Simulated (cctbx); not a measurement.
## Interatomic vectors of Er3Si12GeOs4

Space group Pm-3n (no. 223), a = 8.6020 Å, b = 8.6020 Å, c = 8.6020 Å, α = 90.00°, β = 90.00°, γ = 90.00°, content Os8 Er6 Ge2 Si24.

The data are simulated with cctbx, not measured: synchrotron X-rays, λ = 0.7749 Å, to d = 0.65 Å, 50 % of the full sphere, strongest reflection 40000 counts, noise from counting, a 3 % proportional error and a noise floor of 15 counts (s.d.); no absorption.

Patterson synthesis from sharpened amplitudes, origin scaled to 1000:

```text
Patterson group P m -3 m
      u       v       w   height  length (A)
  0.000   0.000   0.000   1000.0     0.00
  0.000   0.000   0.500    715.9     4.30
  0.500   0.500   0.500    608.9     7.45
  0.000   0.500   0.500    592.7     6.08
  0.249   0.249   0.500    340.7     5.26
  0.000   0.249   0.249    221.8     3.03
  0.249   0.249   0.249    102.4     3.71
  0.000   0.255   0.500     45.6     4.83
  0.000   0.000   0.111     40.2     0.95
  0.078   0.250   0.417     36.5     4.24
  0.251   0.419   0.419     35.9     5.54
  0.082   0.082   0.251     34.2     2.37
  0.000   0.000   0.389     34.1     3.35
  0.000   0.076   0.076     33.9     0.93
```

Q: Assign the vectors.

A peak at u stands for all pairs with xi − xj = u, with weight Σ ZiZj against Σ Z² = 80704 at the origin. Peak heights follow these weights only roughly, since form factors, motion and series ripples differ, all vectors within 0.55 Å of a peak are counted as merged into it though the farther ones add only part of their weight, and F(000) is left out, which lowers the whole map:

| u | v | w | shortest length (Å) | height | 1000 ΣZiZj/ΣZ² | pairs in the cell |
| --- | --- | --- | --- | --- | --- | --- |
| 0.000 | 0.000 | 0.500 | 4.30 | 716 | 707 | 8 × Os–Os, 2 × Er–Er, 8 × Si–Si |
| 0.500 | 0.500 | 0.500 | 7.45 | 609 | 598 | 8 × Os–Os, 2 × Ge–Ge |
| 0.000 | 0.500 | 0.500 | 6.08 | 593 | 573 | 8 × Os–Os |
| 0.249 | 0.249 | 0.500 | 5.26 | 341 | 371 | 4 × Os–Er, 2 × Er–Er |
| 0.000 | 0.249 | 0.249 | 3.03 | 222 | 256 | 4 × Os–Er |
| 0.249 | 0.249 | 0.249 | 3.71 | 102 | 121 | 4 × Os–Ge |
| 0.000 | 0.255 | 0.500 | 4.83 | 46 | 54 | 2 × Er–Ge |

The table stops at ten peaks or at a height of 45, below which ripples compete. In the model behind the data Os, the heaviest element, has 1 independent site: (3/4, 3/4, 3/4), up to an allowed shift of origin; the Os–Os vectors are differences of these positions and their symmetry mates. Elements of similar Z can't be told apart from the map alone. The whole model:

```csv
atom,mult.,x,y,z,Ueq (Å²)
Os1,8,3/4,3/4,3/4,0.0030
Er1,6,1/4,0,1/2,0.0040
Ge1,2,0,0,0,0.0056
Si1,24,0,0.8461,0.6949,0.0075
```

The model was made for the exercise: a known structure type with other elements put in, its volume estimated, not relaxed; displacement parameters are assumed.

[Logs are printed without paths, hosts, clocks, repeated set-up lines and the standing remarks that a program may print on its own settings, such as how far it seeks lower states.]
